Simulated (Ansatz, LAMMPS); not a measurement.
## Structural relaxation of glassy 79B2O3-21CaO (mol %) (83 atoms)

Aim: bring glassy 79B2O3-21CaO (mol %) (83 atoms) to a nearby minimum of the energy and see what moves.

Main program and level: Ansatz 0.2.0; Kohn-Sham DFT, PBE, PAW (set soft_2), plane waves.

## Step 1: The structure

The cell holds 83 atoms: 30 B, 4 Ca and 49 O. Cell: a = 9.676 Å, b = 9.676 Å, c = 9.676 Å, α = 90.0°, β = 90.0°, γ = 90.0°. 83 atoms (30 B, 4 Ca, 49 O) placed at random at 2.11 g/cm³, melted at 3000 K for 20 ps at fixed volume with the Buckingham and Coulomb pair potential of Guillot and Sator (Geochim. Cosmochim. Acta 71, 1249 (2007)) with the boron terms of Wang et al. (J. Non-Cryst. Solids 498, 294 (2018)). Quenched from 3000 K to 300 K at 100 K/ps and fixed volume, held 10 ps at zero pressure.

Before any run, some limits are plain. The quench rate of 100 K/ps is orders of magnitude faster than experiment, which tends to freeze in extra defects. The network of bonds at the start is that of the classical potential that made the cell. Sampling is at Γ alone, for a cell whose shortest periodic width is 10 Å.

## Step 2: Making the structure

A classical potential makes the cell, at a small fraction of what the same run would cost in DFT.

This step: classical MD, Buckingham and Coulomb pair potential of Guillot and Sator (Geochim. Cosmochim. Acta 71, 1249 (2007)) with the boron terms of Wang et al. (J. Non-Cryst. Solids 498, 294 (2018)) (LAMMPS 22 Jul 2025 - Update 4).

Input file in.lmp:

```
# melt-quench of B30Ca4O49
units metal
atom_style charge
boundary p p p
region box block 0 9.9992 0 9.9992 0 9.9992
create_box 3 box
mass 1 10.8100   # B
mass 2 40.0780   # Ca
mass 3 15.9990   # O
create_atoms 1 random 30 458189 NULL overlap 1.5 maxtry 2000
create_atoms 2 random 4 458196 NULL overlap 1.5 maxtry 2000
create_atoms 3 random 49 458203 NULL overlap 1.5 maxtry 2000
pair_style buck/coul/long 9.0
pair_coeff * * 0.0 1.0 0.0
pair_coeff 1 3 206941.81 0.124 35.0018   # B-O
pair_coeff 2 3 155667.70 0.178 42.2597   # Ca-O
pair_coeff 3 3 9022.79 0.265 85.0921   # O-O
pair_coeff 1 1 484.40 0.35 0.0   # B-B
set type 1 charge 1.4175
set type 2 charge 0.945
set type 3 charge -0.945
kspace_style pppm 1.0e-4
neigh_modify delay 0 every 1 check yes
thermo_style custom step time temp pe press density
thermo_modify norm yes
timestep 0.001
thermo 100
min_style cg
minimize 1e-4 1e-4 200 2000
reset_timestep 0
velocity all create 3000 458190 mom yes dist gaussian
fix lim all nve/limit 0.05
fix lan all langevin 3000 3000 0.1 458191 zero yes
thermo 500
# [... 8 lines left out ...]
fix md all nvt temp 3000 300 0.1
run 27000 post no
unfix md
thermo 3333
fix md all npt temp 300 300 0.1 iso 0 0 1
run 10000 post no
unfix md
write_dump all custom glass.dump id type xs ys zs modify sort id
```

Run with:

```bash
$ lmp -in in.lmp -log none -nocite
```

Numbers of over 12 decimals in the logs are rounded to 6 here.

The log of the run:

```text
LAMMPS (22 Jul 2025 - Update 4)
Created orthogonal box = (0 0 0) to (9.9992 9.9992 9.9992)
Created 30 atoms
Created 4 atoms
Created 49 atoms
PPPM initialization ...
  G vector (1/distance) = 0.32297294
  grid = 8 8 8
  estimated relative force accuracy = 7.5169094e-05
   Step          Time           Temp          PotEng         Press         Density
         0   0              0             -0.87282495     1145425.9      2.1070039
        95   0.095          0             -11.011765     -13693.606      2.1070039
Loop time of 0.0717467 s on 1 MPI rank(s) for 95 steps with 83 atoms
Minimization stats:
  Stopping criterion = energy tolerance
[... 17 lines left out ...]
[... 1 line left out ...]
Loop time of 6.87864 s on 1 MPI rank(s) for 20000 steps with 83 atoms
   Step          Time           Temp          PotEng         Press         Density
[... 12 lines left out ...]
Loop time of 9.03188 s on 1 MPI rank(s) for 27000 steps with 83 atoms
   Step          Time           Temp          PotEng         Press         Density
[... 1 line left out ...]
     49995   49.995         301.20405     -11.22333       4208.128       2.2863922
     53328   53.328         329.68828     -11.225989     -10334.016      2.2842964
     56661   56.661         272.95953     -11.224434     -5352.7773      2.3000789
     58000   58             294.07288     -11.226014     -798.19333      2.3250118
Loop time of 3.88601 s on 1 MPI rank(s) for 10000 steps with 83 atoms
```

Wall time 20 s (1 thread of Arm Neoverse V2, shared host); peak memory 0.07 GiB.

## Step 3: Single point at the start

A single point comes first, to see the forces before anything moves.

Input file input.yaml:

```yaml
crystal:
  lattice:
    - [9.67636, 0.0, 0.0]
    - [0.0, 9.67636, 0.0]
    - [0.0, 0.0, 9.67636]
  atoms:
    - { symbol: B, position: [0.94835, 0.25462, 0.74388] }
    - { symbol: B, position: [0.81297, 0.69611, 0.20631] }
    - { symbol: B, position: [0.8941, 0.3144, 0.46618] }
    - { symbol: B, position: [0.4281, 0.80802, 0.4329] }
    - { symbol: B, position: [0.74036, 0.81627, 0.70125] }
    - { symbol: B, position: [0.71469, 0.13284, 0.34118] }
    - { symbol: B, position: [0.31245, 0.5399, 0.64551] }
    - { symbol: B, position: [0.11059, 0.45129, 0.80658] }
    - { symbol: B, position: [0.52463, 0.03826, 0.54128] }
    - { symbol: B, position: [0.33648, 0.03661, 0.10549] }
    - { symbol: B, position: [0.76858, 0.06756, 0.85537] }
    - { symbol: B, position: [0.88772, 0.96639, 0.19336] }
    - { symbol: B, position: [0.81494, 0.46448, 0.05337] }
    - { symbol: B, position: [0.07615, 0.01747, 0.99139] }
    - { symbol: B, position: [0.17224, 0.15946, 0.28771] }
    - { symbol: B, position: [0.07826, 0.36905, 0.11955] }
    - { symbol: B, position: [0.56427, 0.24739, 0.71405] }
    - { symbol: B, position: [0.01524, 0.5476, 0.44586] }
    - { symbol: B, position: [0.3772, 0.75122, 0.05653] }
    - { symbol: B, position: [0.15377, 0.76338, 0.36933] }
    - { symbol: B, position: [0.0626, 0.0057, 0.47074] }
    - { symbol: B, position: [0.37455, 0.42027, 0.40675] }
    - { symbol: B, position: [0.33195, 0.48505, 0.13023] }
    - { symbol: B, position: [0.59667, 0.13158, 0.078] }
    - { symbol: B, position: [0.05592, 0.9111, 0.72982] }
    - { symbol: B, position: [0.50145, 0.66395, 0.80315] }
    - { symbol: B, position: [0.6239, 0.43268, 0.524] }
    - { symbol: B, position: [0.99693, 0.66643, 0.71061] }
    - { symbol: B, position: [0.68335, 0.70204, 0.46184] }
    - { symbol: B, position: [0.55374, 0.41131, 0.93745] }
    - { symbol: Ca, position: [0.30254, 0.2714, 0.9104] }
    - { symbol: Ca, position: [0.76758, 0.51031, 0.77675] }
    - { symbol: Ca, position: [0.47078, 0.96402, 0.85515] }
    - { symbol: Ca, position: [0.57271, 0.54536, 0.23106] }
    - { symbol: O, position: [0.68701, 0.5644, 0.53266] }
    - { symbol: O, position: [0.2903, 0.09095, 0.24062] }
    - { symbol: O, position: [0.77481, 0.67431, 0.34202] }
    - { symbol: O, position: [0.35638, 0.63298, 0.13407] }
    - { symbol: O, position: [0.22071, 0.0547, 0.00389] }
    - { symbol: O, position: [0.8634, 0.73945, 0.73736] }
    - { symbol: O, position: [0.24529, 0.47149, 0.75243] }
    - { symbol: O, position: [0.92078, 0.28452, 0.60504] }
    - { symbol: O, position: [0.10216, 0.13056, 0.4104] }
    - { symbol: O, position: [0.40414, 0.64478, 0.68231] }
    - { symbol: O, position: [0.51205, 0.12585, 0.65677] }
    - { symbol: O, position: [0.0612, 0.31581, 0.80649] }
    - { symbol: O, position: [0.61822, 0.74932, 0.75526] }
    - { symbol: O, position: [0.85316, 0.17953, 0.82063] }
    - { symbol: O, position: [0.724, 0.81948, 0.54986] }
    - { symbol: O, position: [0.45406, 0.11755, 0.06024] }
    - { symbol: O, position: [0.4532, 0.42662, 0.05096] }
    - { symbol: O, position: [0.82091, 0.03393, 0.30152] }
    - { symbol: O, position: [0.69861, 0.40329, 0.99062] }
    - { symbol: O, position: [0.94419, 0.40658, 0.07348] }
    - { symbol: O, position: [0.99663, 0.59311, 0.58092] }
    - { symbol: O, position: [0.98034, 0.02137, 0.10064] }
    - { symbol: O, position: [0.2015, 0.44184, 0.06057] }
    - { symbol: O, position: [0.96343, 0.42605, 0.40256] }
    - { symbol: O, position: [0.52842, 0.28536, 0.84847] }
    - { symbol: O, position: [0.43962, 0.92341, 0.51507] }
    - { symbol: O, position: [0.29898, 0.76414, 0.38432] }
    - { symbol: O, position: [0.74128, 0.95824, 0.76283] }
    - { symbol: O, position: [0.0401, 0.99545, 0.61296] }
    - { symbol: O, position: [0.36588, 0.88431, 0.10512] }
    - { symbol: O, position: [0.30198, 0.47279, 0.51964] }
    - { symbol: O, position: [0.63895, 0.34404, 0.63824] }
    - { symbol: O, position: [0.42673, 0.73419, 0.91828] }
    - { symbol: O, position: [0.67976, 0.0766, 0.97029] }
    - { symbol: O, position: [0.78008, 0.25967, 0.40325] }
    - { symbol: O, position: [0.08339, 0.63892, 0.35432] }
    - { symbol: O, position: [0.6421, 0.17047, 0.20977] }
    - { symbol: O, position: [0.08037, 0.88713, 0.39263] }
    - { symbol: O, position: [0.03685, 0.95687, 0.86647] }
    - { symbol: O, position: [0.1097, 0.25794, 0.2057] }
    - { symbol: O, position: [0.01676, 0.55832, 0.82128] }
    - { symbol: O, position: [0.61081, 0.08841, 0.44087] }
    - { symbol: O, position: [0.54158, 0.53075, 0.84959] }
    - { symbol: O, position: [0.84772, 0.82814, 0.16643] }
    - { symbol: O, position: [0.51628, 0.41395, 0.42991] }
    - { symbol: O, position: [0.54192, 0.72509, 0.40246] }
    - { symbol: O, position: [0.10252, 0.773, 0.7152] }
    - { symbol: O, position: [0.33171, 0.42715, 0.26974] }
    - { symbol: O, position: [0.79162, 0.59629, 0.1049] }
kpoints:
  mp_grid: { grid: [1, 1, 1] }
hamiltonian:
  xc: pbe
scf:
  occupations: { method: fixed }
output:
  forces: true
  stress: true
  populations: intrinsic
  dos:
    method: { smearing: { sigma: 0.1 } }
    de: 0.1
    projected: { site_lists: { B: [B], Ca: [Ca], O: [O] } }
  eigenvalues: true
```

Run with:

```bash
$ ansatz run input.yaml --threads 4 --pin off --max-ram 8192MiB --backend cpu --events-out ev --progress --plain --runs-dir out
```

The log of the run:

```text
Engine: ansatz 0.2.0, aarch64-unknown-linux-gnu
Pseudopotentials: kind: paw
Pseudopotential: B, paw, valence charge 3, recommended cutoff 420 eV (normal), B.paw.azcp
Pseudopotential: Ca, paw, valence charge 10, recommended cutoff 420 eV (normal), Ca.paw.azcp
Pseudopotential: O, paw, valence charge 6, recommended cutoff 420 eV (normal), O.paw.azcp
[... 5 lines on functional and potentials left out ...]
Crystal: 83 atoms, lattice volume = 906.016 Å³
Basis set: ecut = 420 eV, 17773 PW (Γ), exchange–correlation on 144×144×144 points (8 copies of the dense FFT grid, shifted against one another)
Bands: 295, of which v1, the nominal top of the filled ones, is band 212 counted from 1 (211 counted from 0)
Symmetry: 1 space group operations
Space group: P1 (ITA 1), of the structure as read, at distance tolerance 9.7e-5 Å
k-points: 1
[... 7 lines on functional and potentials left out ...]
Initial density: superposition of atomic densities (neutral atoms: chi_scale 0, normalization atom), corrected by the library's trained network
Initial wavefunctions: pseudopotential atomic-orbital guess
Functional: x = pbe(κ = 0.804, μ = 0.219515), c = pbe(β = 0.066725)
SCF iter   1: F=—  HF=-39816.888104 eV  |F-HF|=—  |Δ(HF+E_count)|=         —  Δρ=5.29e-3  dr2=3.11e-1  ethr=1.77e-3  ⟨swp⟩=6.0  Hψ=1029  notcnv=0  defer=81
preconditioner: auto → Resta (q_TF=auto, 2.404 Å⁻¹)  ε∞=3.3  [insulator: Δε(μ)=2.839 eV  Ē_g=16.707 eV  n_scr=202 (ndim 8)  ℏωp=25.2 eV  f_vac=0.146  ε∞_Penn≈3.3]
SCF iter   2: F=—  HF=-39816.848844 eV  |F-HF|=—  |Δ(HF+E_count)|=   3.93e-2  Δρ=2.56e-3  dr2=5.29e-2  ethr=7.33e-5  ⟨swp⟩=3.0  Hψ=491  notcnv=0  defer=81
SCF iter   3: F=—  HF=-39816.844932 eV  |F-HF|=—  |Δ(HF+E_count)|=   3.91e-3  Δρ=9.82e-4  dr2=1.30e-2  ethr=1.25e-5  ⟨swp⟩=4.0  Hψ=372  notcnv=0  defer=81
SCF iter   4: F=—  HF=-39816.843299 eV  |F-HF|=—  |Δ(HF+E_count)|=   1.63e-3  Δρ=2.79e-4  dr2=7.24e-4  ethr=3.06e-6  ⟨swp⟩=3.0  Hψ=373  notcnv=0  defer=81
SCF iter   5: F=—  HF=-39816.843408 eV  |F-HF|=—  |Δ(HF+E_count)|=   1.09e-4  Δρ=1.66e-4  dr2=2.00e-4  ethr=1.71e-7  ⟨swp⟩=2.0  Hψ=489  notcnv=0  defer=81
SCF iter   6: F=—  HF=-39816.843390 eV  |F-HF|=—  |Δ(HF+E_count)|=   1.80e-5  Δρ=4.36e-5  dr2=1.52e-5  ethr=4.71e-8  ⟨swp⟩=2.0  Hψ=411  notcnv=0  defer=81
SCF iter   7: F=—  HF=-39816.844877 eV  |F-HF|=—  |Δ(HF+E_count)|=   1.49e-3  Δρ=1.47e-5  dr2=1.87e-6  ethr=3.58e-9  ⟨swp⟩=2.0  Hψ=382  notcnv=0  defer=81
SCF iter   8: F=—  HF=-39816.844878 eV  |F-HF|=—  |Δ(HF+E_count)|=   9.93e-7  Δρ=7.40e-6  dr2=4.22e-7  ethr=4.41e-10  ⟨swp⟩=2.0  Hψ=427  notcnv=0  defer=81
SCF iter   9: F=-39816.844879 eV  HF=-39816.844879 eV  |F-HF|=2.34e-8  |Δ(HF+E_count)|=   8.79e-8  Δρ=1.82e-6  dr2=3.15e-8  ethr=2.36e-11  ⟨swp⟩=22.0  Hψ=2394  notcnv=0
SCF 1 converged in 9 iterations: F = -39816.844879 eV  dr2 = 3.15e-8
  greatest PAW one-centre occupation: 0.995 electrons in one spin orbital (limit 2), on the Ca atom at site 30 (counted from 0), in its partial waves of l = 0
SCF converged after 9 iterations
Free energy (F): -39816.844879 eV
Harris-Foulkes:  -39816.844879 eV  (|F-HF|=2.34e-8)
Internal energy: -39816.844879 eV  (E = F + TS)
E sigma→0 (E₀):  -39816.844879 eV
Fermi energy:    4.774293 eV
--- Per-component energies (eV) ---
  E_band       = -2483.185527
  E_kinetic    = 11185.616449
  E_local      = -29779.765653  (includes V_loc(G=0)·N_el)
  E_nonlocal   = 2953.268362
  E_hartree    = 10840.313276
  E_xc         = -5085.690882
  E_vxc        = -6385.873645  (∫ρ·V_xc dr)
  E_paw        = -13578.745176  (= ΣΔE_a)
  E_vpaw       = -2137.182793  (= ΣTr[D̂ρ^β])
  E_aug_tail   = 0.125391  (compensation charges beyond the density's cutoff)
  E_ewald      = -16351.966647
  E_smearing   = -0.000000  (= −TS)
  E_closure    = -0.000000  (closes the sum)
  Σ components = -39816.844879   (vs F -39816.844879, Δ=0.00e0)
--- Forces (eV/Å), atoms counted from 1 ---
  atom   1  B     -1.47491018    -0.83295126    -2.28241108
  atom   2  B      0.39560412     3.02286545     1.97979995
  atom   3  B     -0.66585043     0.48688971    -0.28036912
  atom   4  B     -0.17555746    -0.88852931     0.02130594
  atom   5  B      0.20074744    -1.08005035    -2.02235375
  atom   6  B      0.15432645    -0.07904479    -0.34297499
  atom   7  B      2.41497560     1.28496018     0.93822788
  atom   8  B     -0.70642270     2.64769004    -2.42495627
  atom   9  B      2.02854044    -0.20984594    -4.68134510
  atom  10  B     -1.52365267    -0.64177648     2.73087690
  atom  11  B     -0.46842797    -1.58827142    -2.03084100
  atom  12  B     -2.13084478    -0.71254916     1.41928752
  atom  13  B      0.32425314    -0.40117337     1.37515646
  atom  14  B     -0.30607166    -1.95373974     0.18786994
[...]
atom  82  O      0.68974760    -0.20746276     1.82640032
  atom  83  O     -0.50303067    -0.40331936    -0.03845493
  max |Σ_I F_I| component: 4.20e-5 eV/Å
--- Stress (GPa, compression-positive) ---
       -5.448042      -1.517239       0.540287
       -1.517252      -6.126811      -2.871349
        0.540298      -2.871329      -6.363909
  P = ⅓ Tr σ = -5.9796 GPa (-59.796 kbar)
--- Band table (eV) ---
  k-point 0: bands = ["-36.7210", "-36.6740", "-36.1532", "-35.5826", [... 279 levels ...], "14.0235", "14.1019", "14.1842", "14.2202", "14.2596", "14.4090", "14.4429", "14.5057", "14.5882", "14.6559", "14.6985", "14.7824"]
--- intrinsic populations: 83 sites ---
  site symbol       q [e]
     0      B      2.3994
     1      B      2.4229
     2      B      2.3761
[...]
82      O      6.4961
  spilling = 0.000000 (of n_electrons = 424.000000)
```

Run time: 9.1 s. Hardware: 4 threads of Arm Neoverse V2, shared host; peak memory 1.1 GiB; 34 s of CPU time.

Reading the cycles: dr2 is the Hartree energy of the density residual (eV), the measure of convergence; HF is the Harris–Foulkes estimate of the energy, which meets the free energy F at convergence.

Read from the output:

| Quantity | Value |
| --- | --- |
| free energy | -39816.8449 eV |
| free energy per atom | -479.7210 eV/atom |
| SCF cycles | 9 |
| pressure | -5.98 GPa |
| r.m.s. force component | 1.264 eV/Å |
| longest force | 5.106 eV/Å |
| Fermi energy | 4.774 eV |
| gap (highest filled to lowest empty level) | 2.3 eV |

The r.m.s. force component of 1.3 eV/Å and the pressure of -6.0 GPa set the starting point.

Neighbours are counted within 1.83 Å (O-B), 2.88 Å (O-Ca).

Length of the force by element and coordination:

| element | coordination | atoms | mean length of the force (eV/Å) | spread | least | most |
| --- | --- | --- | --- | --- | --- | --- |
| B | all | 30 | 2.40 | 1.06 | 0.384 | 5.11 |
| B | 3 | 22 | 2.52 | 1.03 | 0.871 | 5.11 |
| B | 4 | 8 | 2.07 | 1.07 | 0.384 | 3.24 |
| Ca | all | 4 | 1.57 | 0.756 | 0.614 | 2.50 |
| O | all | 49 | 1.72 | 0.831 | 0.310 | 3.56 |
| O | 2 | 24 | 1.49 | 0.681 | 0.411 | 2.90 |
| O | 3 | 22 | 1.86 | 0.906 | 0.310 | 3.56 |
| O | 4 | 3 | 2.52 | 0.603 | 1.98 | 3.36 |

[end of part 1 of 3]

[Logs are printed without paths, hosts, clocks, repeated set-up lines and the standing remarks that a program may print on its own settings, such as how far it seeks lower states.]

[Hosts, paths, dates, database ids (printed as entryN), source tags and the programs' standing remarks are cut or masked in the printed files.]
